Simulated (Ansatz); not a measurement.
**MgBe3S4, from a guessed structure to a relaxed one**

Starting from a made-up structure for MgBe3S4, the aim is the relaxed cell, its shortest contacts and, where a second run follows, its electronic structure.

Program: Ansatz 0.2.0. Level of theory: DFT, PBE, plane-wave PAW, files of the set soft_1, scalar-relativistic, no spin, cell and ions relaxed at zero pressure; PAW set soft_1, in the first sound run; inputs show where later runs differ. Results are calculated unless marked as measured.

### Step 1. The structure

Symmetry: P-43m, No. 215, cubic system. Conventional cell: a = 5.262 Å, b = 5.262 Å, c = 5.262 Å, α = 90.00°, β = 90.00°, γ = 90.00°. S has 3 Be at 2.28 Å and 1 Mg at 2.29 Å nearest. Nearest to Mg lie 4 S at 2.29 Å. Be has 4 S at 2.28 Å nearest. Farther neighbours and most contacts between anions are not listed.

### Step 2. Relaxation of the guess

The guess takes its coordinates from another compound and its volume from a rule, so the cell and any free coordinates are relaxed together.

File input.yaml:

```yaml
crystal:
  lattice:
    - [5.262, 0.0, 0.0]
    - [0.0, 5.262, 0.0]
    - [0.0, 0.0, 5.262]
  atoms:
    - { symbol: S, position: [0.2489, 0.2489, 0.2489] }
    - { symbol: S, position: [0.2489, 0.7511, 0.7511] }
    - { symbol: S, position: [0.7511, 0.2489, 0.7511] }
    - { symbol: S, position: [0.7511, 0.7511, 0.2489] }
    - { symbol: Mg, position: [0.5, 0.5, 0.5] }
    - { symbol: Be, position: [0.5, 0.0, 0.0] }
    - { symbol: Be, position: [0.0, 0.5, 0.0] }
    - { symbol: Be, position: [0.0, 0.0, 0.5] }
kpoints:
  mp_grid: { grid: [5, 5, 5] }
scf:
  occupations: { method: fermi_dirac, width: 0.05 }
hamiltonian:
  xc: pbe
  pseudopotentials: { kind: paw, azcp: { folder: soft_1 } }
relax:
  f_tol: 0.015
  max_steps: 70
  cell: {}
output:
  forces: true
  stress: true
```

The run is started by

```
ansatz run input.yaml --threads 4 --pin off --max-ram 10240MiB --backend cpu --events-out ev --progress --plain --runs-dir out
```

Numbers of over 12 decimals in the logs are rounded to 6 here.

Output:

```text
Engine: ansatz 0.2.0, x86_64-unknown-linux-gnu
Pseudopotentials: kind: paw
Pseudopotential: S, paw, valence charge 6, recommended cutoff 420 eV (normal), soft_1/S.paw.azcp
Pseudopotential: Mg, paw, valence charge 10, recommended cutoff 420 eV (normal), soft_1/Mg.paw.azcp
Pseudopotential: Be, paw, valence charge 2, recommended cutoff 420 eV (normal), soft_1/Be.paw.azcp
Functional definition: PBE
  parameter kappa = 0.804
  parameter beta = 0.066725
  exchange = pbe_x(kappa = kappa, mu = beta*pi^2/3)
  correlation = pbe_c(beta = beta)
Crystal: 8 atoms, lattice volume = 145.698 Å³
Basis set: ecut = 420 eV, 2897 PW (Γ), exchange–correlation on 72×72×72 points (8 copies of the dense FFT grid, shifted against one another)
Bands: 28, of which v1, the nominal top of the filled ones, is band 20 counted from 1 (19 counted from 0)
Symmetry: 24 space group operations
Space group: P-43m (ITA 215), of the structure as read, at distance tolerance 5.3e-5 Å
k-points: 10 of 125 (time reversal used)
Non-local potential: S, projectors of the file, l = 0: 2, l = 1: 2, l = 2: 1
Non-local potential: Mg, projectors of the file, l = 0: 3, l = 1: 2, l = 2: 1
Non-local potential: Be, projectors of the file, l = 0: 2, l = 1: 2, l = 2: 1
PAW form: soft (Blöchl's): semilocal exchange-correlation on the pseudo side does not see the compensation charge
PAW one-centre angular grid: S, 110 points (default); XC on 64 Gauss nodes
PAW one-centre angular grid: Mg, 110 points (default); XC on 64 Gauss nodes
PAW one-centre angular grid: Be, 110 points (default); XC on 64 Gauss nodes
Initial density: superposition of atomic densities (chi_scale 0.1, normalization cell, long waves kept (reshape's long-wave potential 0.03 eV rms))
Initial wavefunctions: pseudopotential atomic-orbital guess
Functional: x = pbe(κ = 0.804, μ = 0.219515), c = pbe(β = 0.066725)
SCF iter   1: F=—  HF=-5818.848353 eV  |F-HF|=—  |Δ(HF+E_count)|=         —  Δρ=4.19e-2  dr2=3.26e0  ethr=3.10e-3  ⟨swp⟩=10.3  Hψ=1784  notcnv=0
preconditioner: auto → Resta (q_TF=auto, 2.200 Å⁻¹)  ε∞=3.8  [insulator: Δε(μ)=3.826 eV  Ē_g=10.360 eV  σ=0.050 eV  W_gap=1.00  n_scr=26 (ndim 8)  ℏωp=17.4 eV  f_vac=0.000  D(μ)=0.00/eV (n_scr^D=0)  ε∞_Penn≈3.8]
SCF iter   2: F=—  HF=-5818.098619 eV  |F-HF|=—  |Δ(HF+E_count)|=   7.50e-1  Δρ=2.16e-2  dr2=7.52e-1  ethr=3.10e-3  ⟨swp⟩=3.0  Hψ=646  notcnv=0  defer=26
SCF iter   3: F=—  HF=-5817.979557 eV  |F-HF|=—  |Δ(HF+E_count)|=   1.19e-1  Δρ=4.42e-3  dr2=4.27e-2  ethr=1.88e-3  ⟨swp⟩=2.8  Hψ=425  notcnv=0  defer=26
SCF iter   4: F=—  HF=-5817.986773 eV  |F-HF|=—  |Δ(HF+E_count)|=   7.22e-3  Δρ=1.07e-3  dr2=1.70e-3  ethr=1.07e-4  ⟨swp⟩=2.3  Hψ=462  notcnv=0  defer=26
SCF iter   5: F=—  HF=-5817.989108 eV  |F-HF|=—  |Δ(HF+E_count)|=   2.34e-3  Δρ=3.29e-4  dr2=1.77e-4  ethr=4.25e-6  ⟨swp⟩=2.1  Hψ=436  notcnv=0  defer=26
SCF iter   6: F=—  HF=-5817.989347 eV  |F-HF|=—  |Δ(HF+E_count)|=   2.39e-4  Δρ=6.59e-5  dr2=4.18e-6  ethr=4.41e-7  ⟨swp⟩=2.0  Hψ=454  notcnv=0  defer=26
SCF iter   7: F=—  HF=-5817.989999 eV  |F-HF|=—  |Δ(HF+E_count)|=   6.52e-4  Δρ=1.62e-5  dr2=4.45e-7  ethr=1.05e-8  ⟨swp⟩=2.0  Hψ=477  notcnv=0  defer=26
SCF iter   8: F=-5817.990000 eV  HF=-5817.990000 eV  |F-HF|=3.23e-8  |Δ(HF+E_count)|=   1.14e-6  Δρ=3.27e-6  dr2=2.02e-8  ethr=2.50e-10  ⟨swp⟩=5.4  Hψ=1025  notcnv=0
SCF 1 converged in 8 iterations: F = -5817.990000 eV  dr2 = 2.02e-8
  greatest PAW one-centre occupation: 1.000 electrons in one spin orbital (limit 2), on the Mg atom at site 4 (counted from 0), in its partial waves of l = 0
relax step   1: F+E_penalty+E_count = -5817.99000014 eV  Δ(F+E_penalty+E_count) = +0.000e0 eV  max|allowed force component| = 1.283e0 eV/Å  Δτ_max = 0.0000 Å  P = -4.949 GPa  Ω = 145.698 Å³  (8 SCF iters, dr2 threshold 1.00e-7 eV, accepted)
Crystal: 8 atoms, lattice volume = 132.082 Å³
Basis set: ecut = 420 eV, 2553 PW (Γ), exchange–correlation on 72×72×72 points (8 copies of the dense FFT grid, shifted against one another)
Initial density: handed on by an earlier stage of this run
Initial wavefunctions: those handed on with the density
iter 1 solved again at ethr=4.33e-4 eV; its pass at ethr=3.10e-3 eV (dr2=1.73e-1 eV) is discarded
SCF iter   1: F=—  HF=-5818.991896 eV  |F-HF|=—  |Δ(HF+E_count)|=         —  Δρ=1.06e-2  dr2=1.75e-1  ethr=4.33e-4  ⟨swp⟩=1.2  Hψ=1697  notcnv=0
preconditioner: auto → Resta (q_TF=auto, 2.236 Å⁻¹)  ε∞=4.0  [insulator: Δε(μ)=3.217 eV  Ē_g=10.638 eV  σ=0.050 eV  W_gap=1.00  n_scr=26 (ndim 8)  ℏωp=18.3 eV  f_vac=0.000  D(μ)=0.00/eV (n_scr^D=0)  ε∞_Penn≈4.0]
SCF iter   2: F=—  HF=-5818.955291 eV  |F-HF|=—  |Δ(HF+E_count)|=   3.66e-2  Δρ=5.79e-3  dr2=5.21e-2  ethr=4.33e-4  ⟨swp⟩=2.1  Hψ=361  notcnv=0
SCF iter   3: F=—  HF=-5818.945101 eV  |F-HF|=—  |Δ(HF+E_count)|=   1.02e-2  Δρ=7.66e-4  dr2=9.05e-4  ethr=1.30e-4  ⟨swp⟩=2.7  Hψ=471  notcnv=0
SCF iter   4: F=—  HF=-5818.945540 eV  |F-HF|=—  |Δ(HF+E_count)|=   4.40e-4  Δρ=2.50e-4  dr2=1.24e-4  ethr=2.26e-6  ⟨swp⟩=2.0  Hψ=440  notcnv=0
SCF iter   5: F=—  HF=-5818.945563 eV  |F-HF|=—  |Δ(HF+E_count)|=   2.30e-5  Δρ=5.89e-5  dr2=5.40e-6  ethr=3.11e-7  ⟨swp⟩=2.0  Hψ=413  notcnv=0
SCF iter   6: F=-5818.945574 eV  HF=-5818.945574 eV  |F-HF|=2.35e-7  |Δ(HF+E_count)|=   1.02e-5  Δρ=1.45e-5  dr2=3.59e-7  ethr=2.00e-9  ⟨swp⟩=5.3  Hψ=1033  notcnv=0
SCF 2 converged in 6 iterations: F = -5818.945574 eV  dr2 = 3.59e-7
relax step   2: F+E_penalty+E_count = -5818.94557379 eV  Δ(F+E_penalty+E_count) = -9.556e-1 eV  max|allowed force component| = 3.410e-3 eV/Å  Δτ_max = 0.1586 Å  P = -0.023 GPa  Ω = 132.082 Å³  energy of the carried Pulay correction = +1.024e-3 eV  (6 SCF iters, dr2 threshold 8.00e-7 eV, accepted)
Initial wavefunctions: pseudopotential atomic-orbital guess (no wavefunctions were taken with the density)
iter 1 solved again at ethr=5.47e-6 eV; its pass at ethr=3.10e-3 eV (dr2=2.19e-3 eV) is discarded
SCF iter   1: F=—  HF=-5818.944769 eV  |F-HF|=—  |Δ(HF+E_count)|=         —  Δρ=4.45e-5  dr2=5.59e-7  ethr=5.47e-6  ⟨swp⟩=3.3  Hψ=2449  notcnv=0
eigensolver tolerance schedule: the retry pair's looser diagonalisation over-reported the residual by 3910.12 of it (diagonalisation noise at an unbounded share of the residual, at the tolerance the schedule requests for it); recorded, not acted on — ethr = c·dr2/N_el stays at c = 1.0e-1
preconditioner: auto → Resta (q_TF=auto, 2.236 Å⁻¹)  ε∞=3.9  [insulator: Δε(μ)=3.237 eV  Ē_g=10.648 eV  σ=0.050 eV  W_gap=1.00  n_scr=26 (ndim 8)  ℏωp=18.3 eV  f_vac=0.000  D(μ)=0.00/eV (n_scr^D=0)  ε∞_Penn≈3.9]
SCF iter   2: F=—  HF=-5818.944736 eV  |F-HF|=—  |Δ(HF+E_count)|=   3.35e-5  Δρ=2.32e-5  dr2=1.63e-7  ethr=1.40e-9  ⟨swp⟩=3.2  Hψ=609  notcnv=0
SCF iter   3: F=—  HF=-5818.944737 eV  |F-HF|=—  |Δ(HF+E_count)|=   9.42e-7  Δρ=3.01e-6  dr2=1.62e-8  ethr=4.07e-10  ⟨swp⟩=2.0  Hψ=440  notcnv=0
SCF iter   4: F=—  HF=-5818.944737 eV  |F-HF|=—  |Δ(HF+E_count)|=   1.95e-8  Δρ=1.13e-6  dr2=2.73e-9  ethr=4.04e-11  ⟨swp⟩=2.0  Hψ=404  notcnv=0
SCF iter   5: F=-5818.944737 eV  HF=-5818.944737 eV  |F-HF|=9.73e-11  |Δ(HF+E_count)|=   5.27e-9  Δρ=3.07e-7  dr2=6.39e-11  ethr=1.00e-12  ⟨swp⟩=4.0  Hψ=1277  notcnv=0
SCF 3 converged in 5 iterations: F = -5818.944737 eV  dr2 = 6.39e-11
relax step   3: F+E_penalty+E_count = -5818.94473659 eV  Δ(F+E_penalty+E_count) = +8.372e-4 eV  max|allowed force component| = 3.429e-3 eV/Å  Δτ_max = 0.0000 Å  P = -0.026 GPa  Ω = 132.082 Å³  stress off target by 2.64e-2 GPa  SCF on the basis re-selected at this cell (its energy is not comparable with the rows above)  (5 SCF iters)
basis re-selected at this cell: Δ(F+E_penalty+E_count) = +8.372e-4 eV, ΔP = -0.004 GPa vs the last step (what re-selecting the basis moved, of the pressure what is left beyond the Pulay correction that the steps carried, after the strain that the cell walked since its last selection, with what the two solves' SCF thresholds leave and, on support functions, any second-order correction that the steps lacked; it is no m [...]
SCF converged after 5 iterations
Free energy (F): -5818.944737 eV
Harris-Foulkes:  -5818.944737 eV  (|F-HF|=9.73e-11)
Internal energy: -5818.944737 eV  (E = F + TS)
E sigma→0 (E₀):  -5818.944737 eV
Fermi energy:    6.225091 eV
--- Per-component energies (eV) ---
  E_band       = -358.598986
  E_kinetic    = 555.988593
  E_local      = -2430.328073  (includes V_loc(G=0)·N_el)
  E_nonlocal   = 342.855760
  E_hartree    = 843.261508
  E_xc         = -444.653759
  E_vxc        = -428.762991  (∫ρ·V_xc dr)
  E_paw        = -2910.784172  (= ΣΔE_a)
  E_vpaw       = -84.875174  (= ΣTr[D̂ρ^β])
  E_aug_tail   = -0.000157  (compensation charges beyond the density's cutoff)
  E_ewald      = -1775.284437
  E_smearing   = -0.000000  (= −TS)
  E_closure    = 0.000000  (closes the sum)
  Σ components = -5818.944737   (vs F -5818.944737, Δ=0.00e0)
--- Forces (eV/Å), atoms counted from 1 ---
  atom   1  S      0.00342894     0.00342894     0.00342894
  atom   2  S      0.00342894    -0.00342894    -0.00342894
  atom   3  S     -0.00342894     0.00342894    -0.00342894
  atom   4  S     -0.00342894    -0.00342894     0.00342894
  atom   5  Mg     0.00000000     0.00000000     0.00000000
  atom   6  Be     0.00000000    -0.00000000     0.00000000
  atom   7  Be     0.00000000     0.00000000     0.00000000
  atom   8  Be     0.00000000     0.00000000     0.00000000
  max |Σ_I F_I| component: 1.28e-16 eV/Å
--- Stress (GPa, compression-positive) ---
       -0.026444       0.000000      -0.000000
        0.000000      -0.026444       0.000000
       -0.000000       0.000000      -0.026444
  P = ⅓ Tr σ = -0.0264 GPa (-0.264 kbar)
--- Relaxed structure (2 steps of the walk, 2 accepted, 1 SCFs on fresh bases) ---
  F+E_penalty+E_count = -5818.94473659 eV   max|allowed force component| = 3.429e-3 eV/Å   (the final SCF, on the basis selected at the relaxed cell)
  cell:  # Å, volume = 132.0824 Å³
    - [5.092702, 0, 0]
    - [0, 5.092702, 0]
    - [0, 0, 5.092702]
  atoms:
    - { symbol: S, position: [0.231500, 0.231500, 0.231500] }
    - { symbol: S, position: [0.231500, 0.768500, 0.768500] }
    - { symbol: S, position: [0.768500, 0.231500, 0.768500] }
    - { symbol: S, position: [0.768500, 0.768500, 0.231500] }
    - { symbol: Mg, position: [0.500000, 0.500000, 0.500000] }
    - { symbol: Be, position: [0.500000, 0, -6.593399756658329e-19] }
    - { symbol: Be, position: [-6.5933997566583235e-19, 0.500000, -6.593399756658336e-19] }
    - { symbol: Be, position: [-6.5933997566583235e-19, 0, 0.500000] }
```

Elapsed: 1.2 s, on 4 threads of AMD EPYC 9B45 (Zen 5), shared host; peak memory 0.43 GiB.

Step by step:

```tsv
step	energy less that of the first step (eV)	largest force component (eV/Å)	pressure (GPa)	volume (Å³)
1	0.0000	1.2832	-4.95	145.70
2	-0.9556	0.0034	-0.02	132.08
3*	-0.9547	0.0034	-0.03	132.08
```

Relaxation steps marked * repeat the geometry before them on a plane-wave basis chosen anew for their cell, so energy and pressure can jump there.

The run keeps the 24 symmetry operations that it works with, so distortions that break them were not tested.

```tsv
conventional cell, symmetrised	before	after	change
a (Å)	5.262	5.093	-3.2 %
b (Å)	5.262	5.093	-3.2 %
c (Å)	5.262	5.093	-3.2 %
volume (Å³/atom)	18.21	16.51	-9.3 %
```

The atoms that moved most (Å, as changes of fractional coordinates times the final cell):

```tsv
atom	dx	dy	dz	length
S2	-0.089	0.089	0.089	0.153
S3	0.089	-0.089	0.089	0.153
S4	0.089	0.089	-0.089	0.153
S1	-0.089	-0.089	-0.089	0.153
```

This step gave:

```yaml
free_energy: -5818.9447 eV
fermi_energy: 6.225 eV
gap_by_band_count: 3.237 eV
electrons: 40
symmetry_operations: 24
pressure: -0.02644 GPa
```

Shortest distances by pair of elements, guess and relaxed (not always the same contact):

```tsv
pair	guess (Å)	relaxed (Å)
Be–S	2.275	2.156
Mg–S	2.289	2.368
S–S	3.704	3.335
Be–Mg	3.721	3.601
Be–Be	3.721	3.601
```

The relaxation ends with a largest force component of 0.0034 eV/Å and a pressure of -0.03 GPa.

(Part 1 of 2 ends here.)

[Logs are printed without paths, hosts, clocks, repeated set-up lines and the standing remarks that a program may print on its own settings, such as how far it seeks lower states.]

[Hosts, paths, dates, database ids (printed as entryN), source tags and the programs' standing remarks are cut or masked in the printed files.]
